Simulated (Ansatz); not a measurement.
# Na on Nb(110): change of the work function, part 3 of 3

How does Na on the hollow site change the work function of Nb(110) as the layer fills?

Ansatz 0.2.0; plane-wave DFT, PBE, Ansatz PAW.

So far, work function, upper face (eV): step 2 (the clean slab) 4.49; step 3 (37 atoms, coverage 0.111 ML, cell 3x3) 2.98.

### Step 4. Adsorbate added, k-mesh 6×6×1, coverage 0.25 ML

System of this step: Na/Nb(110). The cell holds 17 atoms: 16 Nb and 1 Na. Cell: a = 5.716 Å, b = 5.716 Å, c = 27.953 Å, α = 90.0°, β = 90.0°, γ = 70.5°. Vacuum lies along c.

Another coverage, to see how the dipoles act on each other as their distance changes.

File input.yaml:

```yaml
crystal:
  lattice:
    - [4.6669047558, -3.3, 0.0]
    - [4.6669047558, 3.3, 0.0]
    - [0.0, 0.0, 27.9525259712]
  atoms:
    - { symbol: Nb, position: [0.0, 0.0, 0.3219744795] }
    - { symbol: Nb, position: [0.25, 0.25, 0.4054536034] }
    - { symbol: Nb, position: [0.0, 0.0, 0.4899764481] }
    - { symbol: Nb, position: [0.25, 0.25, 0.5704896326] }
    - { symbol: Nb, position: [0.0, 0.5, 0.3219744795] }
    - { symbol: Nb, position: [0.25, 0.75, 0.4054536034] }
    - { symbol: Nb, position: [0.0, 0.5, 0.4899764481] }
    - { symbol: Nb, position: [0.25, 0.75, 0.5704896326] }
    - { symbol: Nb, position: [0.5, 0.0, 0.3219744795] }
    - { symbol: Nb, position: [0.75, 0.25, 0.4054536034] }
    - { symbol: Nb, position: [0.5, 0.0, 0.4899764481] }
    - { symbol: Nb, position: [0.75, 0.25, 0.5704896326] }
    - { symbol: Nb, position: [0.5, 0.5, 0.3219744795] }
    - { symbol: Nb, position: [0.75, 0.75, 0.4054536034] }
    - { symbol: Nb, position: [0.5, 0.5, 0.4899764481] }
    - { symbol: Nb, position: [0.75, 0.75, 0.5704896326] }
    - { symbol: Na, position: [0.42, 0.42, 0.6780255205] }
kpoints:
  mp_grid: { grid: [6, 6, 1] }
hamiltonian:
  xc: pbe
scf:
  occupations: { method: fermi_dirac, width: 0.1 }
  convergence: { dr2_threshold: 1.0e-08 }
efield:
  axis: 3
  dipole_correction: true
  ramp_position: 0.97
  ramp_width: 0.06
relax:
  f_tol: 0.02
  max_steps: 60
  constraints: [{ sites: [0, 1, 4, 5, 8, 9, 12, 13] }]
output:
  dos: { projected: true, e_range: [-8, 4] }
  write_potential: true
  write_density: true
  volumetric_format: npy
  elf: true
```

Launch:

```bash
$ ansatz run input.yaml --threads 4 --pin off --max-ram 16384MiB --backend cpu --events-out ev --progress --plain --runs-dir out
```

Log:

```text
[...]
Crystal: 17 atoms, lattice volume = 860.982 Å³
Basis set: ecut = 420 eV, 16809 PW (Γ), exchange–correlation on 80×80×384 points (8 copies of the dense FFT grid, shifted against one another)
Bands: 131, of which v1, the nominal top of the filled ones, is band 109 counted from 1 (108 counted from 0)
Symmetry: 2 space group operations
[...]
k-points: 13 of 36 (time reversal used)
[...]
SCF iter   1: F=—  HF=-74316.314466 eV  |F-HF|=—  |Δ(HF+E_count)|=         —  Δρ=9.28e-3  dr2=1.12e1  ethr=1.77e-3  p=0.652 e·Å  D=1.37e-1 V/Å  ΔV_dip=-3.83 eV  dr2_dipole=5.46e-1  V_vac-E_F(+/−)=1.06/4.88 eV  ⟨swp⟩=10.5  Hψ=8363  notcnv=0  defer=1
[...]
SCF iter  10: F=-74315.877151 eV  HF=-74315.877151 eV  |F-HF|=6.26e-10  |Δ(HF+E_count)|=   5.02e-9  Δρ=2.68e-7  dr2=1.33e-9  ethr=4.61e-12  p=0.454 e·Å  D=9.55e-2 V/Å  ΔV_dip=-2.67 eV  dr2_dipole=9.35e-11  V_vac-E_F(+/−)=1.85/4.52 eV  ⟨swp⟩=9.3  Hψ=10342  notcnv=0
SCF 1 converged in 10 iterations: F = -74315.877151 eV  dr2 = 1.33e-9
[...]
relax step   1: F+E_penalty+E_count = -74315.87715127 eV  Δ(F+E_penalty+E_count) = +0.000e0 eV  max|allowed force component| = 4.094e-1 eV/Å  Δτ_max = 0.0000 Å  (10 SCF iters, accepted)
[...]
SCF iter   9: F=-74315.881261 eV  HF=-74315.881261 eV  |F-HF|=3.36e-9  |Δ(HF+E_count)|=   4.83e-8  Δρ=5.26e-7  dr2=5.35e-9  ethr=4.61e-12  p=0.443 e·Å  D=9.32e-2 V/Å  ΔV_dip=-2.60 eV  dr2_dipole=7.14e-11  V_vac-E_F(+/−)=1.92/4.52 eV  ⟨swp⟩=14.0  Hψ=12944  notcnv=0
SCF 2 converged in 9 iterations: F = -74315.881261 eV  dr2 = 5.35e-9
relax step   2: F+E_penalty+E_count = -74315.88126147 eV  Δ(F+E_penalty+E_count) = -4.110e-3 eV  max|allowed force component| = 4.954e-1 eV/Å  Δτ_max = 0.1654 Å  (9 SCF iters, accepted)
SCF iter   1: F=—  HF=-74315.949520 eV  |F-HF|=—  |Δ(HF+E_count)|=         —  Δρ=2.61e-3  dr2=9.55e-2  ethr=1.14e-3  p=0.443 e·Å  D=9.32e-2 V/Å  ΔV_dip=-2.60 eV  dr2_dipole=5.50e-5  V_vac-E_F(+/−)=1.93/4.53 eV  ⟨swp⟩=3.8  Hψ=3019  notcnv=0
[...]
SCF iter   9: F=-74315.940535 eV  HF=-74315.940535 eV  |F-HF|=2.46e-9  |Δ(HF+E_count)|=   9.09e-9  Δρ=3.87e-7  dr2=2.87e-9  ethr=4.61e-12  p=0.438 e·Å  D=9.20e-2 V/Å  ΔV_dip=-2.57 eV  dr2_dipole=4.87e-10  V_vac-E_F(+/−)=1.95/4.52 eV  ⟨swp⟩=11.2  Hψ=12233  notcnv=0
SCF 3 converged in 9 iterations: F = -74315.940535 eV  dr2 = 2.87e-9
relax step   3: F+E_penalty+E_count = -74315.94053496 eV  Δ(F+E_penalty+E_count) = -5.927e-2 eV  max|allowed force component| = 1.321e-1 eV/Å  Δτ_max = 0.0884 Å  (9 SCF iters, accepted)
[...]
relax step   4: F+E_penalty+E_count = -74315.94531347 eV  Δ(F+E_penalty+E_count) = -4.779e-3 eV  max|allowed force component| = 9.631e-2 eV/Å  Δτ_max = 0.0709 Å  (8 SCF iters, accepted)
[...]
relax step   5: F+E_penalty+E_count = -74315.95220635 eV  Δ(F+E_penalty+E_count) = -6.893e-3 eV  max|allowed force component| = 2.298e-2 eV/Å  Δτ_max = 0.1958 Å  (9 SCF iters, accepted)
[...]
relax step   6: F+E_penalty+E_count = -74315.95463999 eV  Δ(F+E_penalty+E_count) = -2.434e-3 eV  max|allowed force component| = 3.002e-2 eV/Å  Δτ_max = 0.1581 Å  (8 SCF iters, accepted)
[...]
relax step   7: F+E_penalty+E_count = -74315.95659158 eV  Δ(F+E_penalty+E_count) = -1.952e-3 eV  max|allowed force component| = 1.497e-2 eV/Å  Δτ_max = 0.1950 Å  (9 SCF iters, accepted)
[...]
relax step   8: F+E_penalty+E_count = -74315.95695653 eV  Δ(F+E_penalty+E_count) = -3.650e-4 eV  max|allowed force component| = 1.119e-2 eV/Å  Δτ_max = 0.1076 Å  (8 SCF iters, accepted)
SCF iter   1: F=—  HF=-74315.956967 eV  |F-HF|=—  |Δ(HF+E_count)|=         —  Δρ=2.44e-4  dr2=1.71e-3  ethr=2.43e-6  p=0.428 e·Å  D=9.00e-2 V/Å  ΔV_dip=-2.52 eV  dr2_dipole=1.51e-4  V_vac-E_F(+/−)=2.00/4.52 eV  ⟨swp⟩=2.8  Hψ=3065  notcnv=0
[...]
SCF iter   6: F=-74315.956983 eV  HF=-74315.956983 eV  |F-HF|=1.61e-8  |Δ(HF+E_count)|=   5.62e-8  Δρ=6.93e-7  dr2=6.32e-9  ethr=4.61e-12  p=0.428 e·Å  D=9.00e-2 V/Å  ΔV_dip=-2.52 eV  dr2_dipole=6.43e-11  V_vac-E_F(+/−)=2.00/4.52 eV  ⟨swp⟩=9.1  Hψ=12981  notcnv=0
SCF 9 converged in 6 iterations: F = -74315.956983 eV  dr2 = 6.32e-9
relax step   9: F+E_penalty+E_count = -74315.95698286 eV  Δ(F+E_penalty+E_count) = -2.632e-5 eV  max|allowed force component| = 8.195e-3 eV/Å  Δτ_max = 0.0226 Å  (6 SCF iters, accepted)
[...]
SCF converged after 6 iterations
Free energy (F): -74315.956983 eV
[...]
Internal energy: -74315.244096 eV  (E = F + TS)
E sigma→0 (E₀):  -74315.600540 eV
Entropy (-TS):   -0.712887 eV (-41.935 meV/atom)
Fermi energy:    4.120741 eV
Dipole field:    D = 0.090017 V/Å  (p = 0.428310 e·Å, saw-weighted, corrected)
Work function:   Φ+ = 2.0035 eV   Φ− = 4.5197 eV
[...]
--- Forces (eV/Å), atoms counted from 1 ---
  atom   1  Nb     0.00009494    -0.00000000     0.32165678
  atom   2  Nb    -0.00505033     0.00000000    -0.34634573
  atom   3  Nb     0.00819519    -0.00000000    -0.00045180
  atom   4  Nb     0.00281558    -0.00000000    -0.00030360
  atom   5  Nb    -0.00002948    -0.00013249     0.33587362
  atom   6  Nb    -0.00346221    -0.03557763    -0.31834048
  atom   7  Nb     0.00457179     0.00343182    -0.00187440
  atom   8  Nb    -0.00535508     0.00081875    -0.00120963
  atom   9  Nb    -0.00002948     0.00013249     0.33587362
  atom  10  Nb    -0.00346221     0.03557763    -0.31834048
  atom  11  Nb     0.00457179    -0.00343182    -0.00187440
  atom  12  Nb    -0.00535508    -0.00081875    -0.00120963
  atom  13  Nb     0.00050065    -0.00000000     0.34495736
  atom  14  Nb    -0.00148022     0.00000000    -0.34520054
  atom  15  Nb    -0.00042170     0.00000000    -0.00160520
  atom  16  Nb     0.00425524     0.00000000     0.00035748
  atom  17  Na    -0.00042797     0.00000000    -0.00195170
  max |Σ_I F_I| component: 6.86e-5 eV/Å
--- Band table (eV; the first three rows and the last of 13) ---
  k-point 0: bands = [... 105 lower, 4.2620, 4.2724, 4.2820, 4.4857, 4.7868, 5.0950, 5.5608, 5.6139, ... 18 higher]
  k-point 1: bands = [... 105 lower, 4.0934, 4.1995, 4.2490, 4.4004, 4.7879, 5.0200, 5.0512, 5.1435, ... 18 higher]
  k-point 2: bands = [... 105 lower, 3.8198, 3.8818, 3.9084, 4.0695, 4.2970, 4.4078, 4.4472, 4.4512, ... 18 higher]
  k-point 12: bands = [... 105 lower, 4.0608, 4.0900, 4.1188, 4.1732, 4.2064, 4.2899, 4.2930, 4.3026, ... 18 higher]
--- Relaxed structure (9 steps of the walk, 9 accepted, 0 SCFs on fresh bases) ---
  F+E_penalty+E_count = -74315.95698286 eV   max|allowed force component| = 8.195e-3 eV/Å
  atoms:
    - { symbol: Nb, position: [0.0, 0.0, 0.3219744795] }
    - { symbol: Nb, position: [0.25, 0.25, 0.405454] }
    - { symbol: Nb, position: [-0.000222441, -0.000222441, 0.488982] }
    - { symbol: Nb, position: [0.249660, 0.249660, 0.572202] }
    - { symbol: Nb, position: [-5.551115e-17, 0.5, 0.3219744795] }
    - { symbol: Nb, position: [0.25, 0.75, 0.405454] }
    - { symbol: Nb, position: [-0.00013854, 0.499724, 0.489921] }
    - { symbol: Nb, position: [0.247556, 0.752338, 0.570714] }
    - { symbol: Nb, position: [0.5, -5.551115e-17, 0.3219744795] }
    - { symbol: Nb, position: [0.75, 0.25, 0.405454] }
    - { symbol: Nb, position: [0.499724, -0.00013854, 0.489921] }
    - { symbol: Nb, position: [0.752338, 0.247556, 0.570714] }
    - { symbol: Nb, position: [0.5, 0.5, 0.3219744795] }
    - { symbol: Nb, position: [0.75, 0.75, 0.405454] }
    - { symbol: Nb, position: [0.499873, 0.499873, 0.490032] }
    - { symbol: Nb, position: [0.749822, 0.749822, 0.572172] }
    - { symbol: Na, position: [0.500653, 0.500653, 0.670071] }
```

Run time: 7.2 min. Hardware: 4 threads of Arm Neoverse V1, shared host; peak memory 3.1 GiB; 28 min of CPU time.

Step by step:

| step | energy less that of the first step (eV) | largest force component (eV/Å) |
| --- | --- | --- |
| 1 | 0.0000 | 0.4094 |
| 2 | -0.0041 | 0.4954 |
| 3 | -0.0634 | 0.1321 |
| 4 | -0.0682 | 0.0963 |
| 5 | -0.0751 | 0.0230 |
| 6 | -0.0775 | 0.0300 |
| 7 | -0.0794 | 0.0150 |
| 8 | -0.0798 | 0.0112 |
| 9 | -0.0798 | 0.0082 |

The run keeps the 2 symmetry operations that the program found, so distortions that break them were not tested.

The atoms that moved most (Å):

| atom | dx | dy | dz | length |
| --- | --- | --- | --- | --- |
| Na17 | 0.753 | 0.000 | -0.222 | 0.785 |
| Nb4 | -0.003 | 0.000 | 0.048 | 0.048 |
| Nb16 | -0.002 | 0.000 | 0.047 | 0.047 |
| Nb3 | -0.002 | 0.000 | -0.028 | 0.028 |
| Nb12 | 0.000 | -0.016 | 0.006 | 0.017 |
| Nb8 | 0.000 | 0.016 | 0.006 | 0.017 |

Final coordinates:

```xyz
17
Lattice="4.6669 -3.3000 0.0000 4.6669 3.3000 0.0000 0.0000 0.0000 27.9525" Properties=species:S:1:pos:R:3
Nb    0.0000    0.0000    9.0000
Nb    2.3335    0.0000   11.3335
Nb   -0.0021    0.0000   13.6683
Nb    2.3303    0.0000   15.9945
Nb    2.3335    1.6500    9.0000
Nb    4.6669    1.6500   11.3335
Nb    2.3315    1.6495   13.6945
Nb    4.6664    1.6658   15.9529
Nb    2.3335   -1.6500    9.0000
Nb    4.6669   -1.6500   11.3335
Nb    2.3315   -1.6495   13.6945
Nb    4.6664   -1.6658   15.9529
Nb    4.6669    0.0000    9.0000
Nb    7.0004    0.0000   11.3335
Nb    4.6657    0.0000   13.6976
Nb    6.9987    0.0000   15.9936
Na    4.6730    0.0000   18.7302
```

This step gave:

```
energy at zero smearing        : -74315.6005 eV
work function, upper face      : 2.003 eV
work function, lower face      : 4.520 eV
dipole along the normal        : 0.4283 e·Å
step between the vacuum levels : -2.516 eV
```

Running mean over 2.333 Å of the planar mean; the ramp of the sawtooth is left out. Table of electron's electrostatic potential energy less the Fermi level by z:

| z (Å) | electron's electrostatic potential energy less the Fermi level (eV) |
| --- | --- |
| 4 | 4.52 |
| 5 | 4.50 |
| 6 | 4.33 |
| 7 | 2.79 |
| 8 | -5.89 |
| 9 | -11.0 |
| 10 | -11.0 |
| 11 | -10.9 |
| 12 | -10.8 |
| 13 | -10.8 |
| 14 | -11.1 |
| 15 | -11.5 |
| 16 | -11.1 |
| 17 | -5.89 |
| 18 | 0.853 |
| 19 | 1.11 |
| 20 | 1.45 |
| 21 | 1.92 |
| 22 | 1.99 |
| 23 | 2.00 |
| 24 | 2.00 |

The density of states has structure finer than the step of the table below, so its rows give means over 0.2 eV. Peaks (eV: height): -2.80: 29.4, -1.62: 39.6, -1.50: 45.7, -1.35: 39.7, -1.29: 39.1, -1.20: 39.3, -0.42: 32.4.

Table of density of states by energy, zero at the Fermi level; means over each step:

| energy (eV) | density of states (states/eV a cell) |
| --- | --- |
| -5.8 | 0 |
| -5.6 | 0.0734 |
| -5.4 | 0.904 |
| -5.2 | 0.892 |
| -5.0 | 1.01 |
| -4.8 | 1.06 |
| -4.6 | 1.42 |
| -4.4 | 2.27 |
| -4.2 | 2.76 |
| -4.0 | 3.08 |
| -3.8 | 2.99 |
| -3.6 | 3.97 |
| -3.4 | 16.7 |
| -3.2 | 17.1 |
| -3.0 | 15.0 |
| -2.8 | 22.0 |
| -2.6 | 24.0 |
| -2.4 | 23.9 |
| -2.2 | 15.8 |
| -2.0 | 14.3 |
| -1.8 | 9.27 |
| -1.6 | 29.5 |
| -1.4 | 30.3 |
| -1.2 | 31.1 |
| -1.0 | 23.8 |
| -0.8 | 20.8 |
| -0.6 | 26.0 |
| -0.4 | 28.0 |
| -0.2 | 24.5 |
| 0.0 | 23.0 |
| 0.2 | 19.6 |
| 0.4 | 12.3 |
| 0.6 | 13.8 |
| 0.8 | 13.8 |
| 1.0 | 15.9 |
| 1.2 | 14.8 |

Projected DOS per atom over height of the atomic layer and energy from the Fermi level. Layers: Nb4 Nb4 Nb4 Nb4 Na from below.

Values in states/eV, 22 rows by 5 columns, each cell a mean:
```
1.06 0.59 0.56 1.10 0.70
0.93 0.58 0.57 1.09 0.59
1.11 0.50 0.56 1.03 0.32
1.57 1.22 1.24 1.61 0.23
2.22 1.44 1.40 1.51 0.14
1.60 1.06 1.03 1.69 0.24
1.94 1.96 1.78 2.15 0.66
0.81 1.08 1.25 1.16 0.11
1.15 1.05 0.95 1.11 0.03
1.41 1.53 1.55 1.45 0.04
0.74 1.21 1.30 0.85 0.04
0.49 0.84 0.92 0.57 0.03
0.17 0.19 0.19 0.19 0.02
0.13 0.16 0.16 0.15 0.01
0.04 0.09 0.10 0.05 0.00
0.03 0.08 0.09 0.04 0.00
0.01 0.02 0.02 0.01 0.00
0.00 0.00 0.00 0.00 0.00
0.00 0.00 0.00 0.00 0.00
0.00 0.00 0.00 0.00 0.00
0.00 0.00 0.00 0.00 0.00
0.00 0.00 0.00 0.00 0.00
```
Columns: height of the atomic layer (Å) from 9 to 18.7 (not evenly spaced); rows upwards: energy from the Fermi level (eV) from -7.96 to 1.45.

ELF in the ca plane at fractional y = 0.500, with atoms of Nb and Na within 0.2 Å of it. It is the smooth field of the valence electrons, not physical close to the nuclei.

Values, 8 rows by 16 columns, each cell a mean:
```
0.51 0.39 0.34 0.34 0.65 0.38 0.36 0.37 0.49 0.34 0.15 0.04 0.01 0.00 0.00 0.00
0.32 0.36 0.30 0.39 0.29 0.35 0.32 0.32 0.46 0.22 0.13 0.10 0.03 0.00 0.00 0.00
0.34 0.36 0.30 0.35 0.38 0.32 0.32 0.35 0.30 0.17 0.05 0.13 0.07 0.01 0.00 0.00
0.55 0.40 0.36 0.37 0.61 0.42 0.38 0.44 0.26 0.50 0.23 0.10 0.10 0.01 0.00 0.00
0.51 0.39 0.34 0.34 0.65 0.38 0.36 0.41 0.25 0.49 0.18 0.11 0.10 0.01 0.00 0.00
0.32 0.36 0.30 0.39 0.29 0.35 0.32 0.33 0.35 0.07 0.04 0.13 0.05 0.01 0.00 0.00
0.34 0.37 0.30 0.35 0.38 0.32 0.33 0.33 0.47 0.30 0.16 0.08 0.02 0.00 0.00 0.00
0.54 0.40 0.36 0.37 0.60 0.42 0.39 0.40 0.50 0.32 0.13 0.04 0.01 0.00 0.00 0.00
```
Columns run along c (16.0 Å, from fractional 0.33 to 0.91 of the cell), rows up along a (5.7 Å). Atoms in or near the plane, at fractional coordinates: Nb at (0.49, 0.00), Nb at (0.49, 0.50), Na at (0.67, 0.50).

Electrostatic potential energy in the ca plane at fractional y = 0.500, with atoms of Nb and Na within 0.2 Å of it. With pseudopotentials it is smooth inside the atoms' cores, unlike the true potential.

Ten even steps from '0' (-61 eV) to '9' (8 eV), each cell a mean:
```
03799999984000489999999999999999999999999999
36899999997424789999999999999999999999999999
78999999999878999999999999999999999999999999
99999999999989999999999999999999999999999999
78999999999878899999999999999999999999999999
36899999997424789999999987678999999999999999
03799999984000489999999972048999999999999999
02799999984000389999999960038999999999999999
14899999986201589999999984368999999999999999
67999999998656899999999998889999999999999999
89999999999888999999999999999999999999999999
89999999999888999999999999999999999999999999
67999999998656899999999999999999999999999999
14899999986101589999999999999999999999999999
02799999984000389999999999999999999999999999
```
Columns run along c (16.0 Å, from fractional 0.33 to 0.91 of the cell; values clipped at the 3rd and 97th percentile), rows up along a (5.7 Å). Atoms in or near the plane, at fractional coordinates: Nb at (0.49, 0.00), Nb at (0.49, 0.50), Na at (0.67, 0.50).

Valence density in the ca plane at fractional y = 0.500, with atoms of Nb and Na within 0.2 Å of it. It is the smooth field of the valence electrons, not physical close to the nuclei.

Values in units of 1e0 e/Å³, 8 rows by 16 columns, each cell a mean:
```
2.1 0.3 0.2 0.6 3.5 0.9 0.2 0.2 0.1 0.0 0.0 0.0 0.0 0.0 0.0 0.0
0.4 0.2 0.3 0.2 0.5 0.3 0.3 0.2 0.1 0.0 0.0 0.0 0.0 0.0 0.0 0.0
0.6 0.2 0.3 0.3 0.9 0.3 0.3 0.2 0.1 0.2 0.0 0.0 0.0 0.0 0.0 0.0
2.6 0.3 0.2 0.8 4.4 1.2 0.2 0.2 0.3 8.4 0.5 0.0 0.0 0.0 0.0 0.0
2.1 0.3 0.2 0.6 3.5 0.9 0.2 0.2 0.2 4.9 0.3 0.0 0.0 0.0 0.0 0.0
0.4 0.2 0.3 0.2 0.5 0.3 0.3 0.2 0.1 0.1 0.0 0.0 0.0 0.0 0.0 0.0
0.6 0.2 0.3 0.3 0.9 0.3 0.3 0.2 0.1 0.0 0.0 0.0 0.0 0.0 0.0 0.0
2.6 0.3 0.2 0.8 4.3 1.2 0.2 0.1 0.0 0.0 0.0 0.0 0.0 0.0 0.0 0.0
```
Columns run along c (16.0 Å, from fractional 0.33 to 0.91 of the cell), rows up along a (5.7 Å). Atoms in or near the plane, at fractional coordinates: Nb at (0.49, 0.00), Nb at (0.49, 0.50), Na at (0.67, 0.50).

The relaxation took 9 steps and lowered the energy by 0.080 eV; the largest force on the free atoms ends at 0.0082 eV/Å.

By hand: a sheet of dipoles makes a step −p/(ε₀A) in the electron's potential. With e/ε₀ = 180.95 V·Å, p = 0.4283 e·Å and A = 30.80 Å², that is −180.95 × (0.4283) / 30.80 = -2.516 eV, and the two vacuum levels of the run differ by -2.516 eV.

The covered face has 2.00 eV, -2.49 eV against the clean one; the bare back face has moved by -0.01 eV, a measure of how thin the slab is.

### Step 5. Work function against coverage

This step: plane-wave DFT, PBE, Ansatz PAW; work function against coverage (Ansatz 0.2.0).

The runs are now put side by side.

Numbers from this step:

| Property | Result |
| --- | --- |
| work function of the clean face | 4.492 eV |
| largest change of the work function | -2.489 eV |

Work function of the covered face against coverage:

| coverage (adsorbates/nm²) | work function of the covered face (eV) |
| --- | --- |
| 0.00 | 4.49 |
| 1.44 | 2.98 |
| 3.25 | 2.00 |

The dipole per adsorbate comes from the change of the cell's dipole. Coverage, by row:

| coverage (1/nm²) | coverage (ML) | work function (eV) | change (eV) | dipole per adsorbate, positive end outwards (debye) | mean height of the added atoms over the highest substrate atom (Å) |
| --- | --- | --- | --- | --- | --- |
| 1.443 | 0.1111 | 2.978 | -1.515 | 2.784 | 2.784 |
| 3.247 | 0.25 | 2.003 | -2.489 | 2.028 | 2.736 |

### Step 6. What came out

| Property | Result |
| --- | --- |
| work function of the clean face | 4.49 eV |
| work function at 0.11 ML | 2.98 eV |
| work function at 0.25 ML | 2.00 eV |
| dipole per adsorbate at 0.11 ML, positive end outwards | 2.78 D |

**Reading.** Na lowers the work function of Nb(110) at the lowest coverage, by 1.51 eV: the adsorbate layer has its positive end outwards. The slab has 4 layers, at the tabulated experimental lattice constant, one starting site was run, and quantum-size effects of a slab this thin can reach one or two tenths of an eV.

[Long decimals in the printed logs are rounded to 6 places.]

[Logs are printed without paths, hosts, clocks, repeated set-up lines and the standing remarks that a program may print on its own settings, such as how far it seeks lower states.]

[Hosts, paths, dates, database ids (printed as entryN), source tags and the programs' standing remarks are cut or masked in the printed files.]

[Maps of the electrostatic potential energy from Ansatz leave out the sawtooth potential of an applied field or a dipole correction, so their vacuum need not be flat; planar profiles and work functions include it.]

[The density of states shown here was stored with 400 of the rows of the run's finer table, so its peaks can read low, often by over a quarter, or be missed, and its means over a window can be off by a tenth or more.]
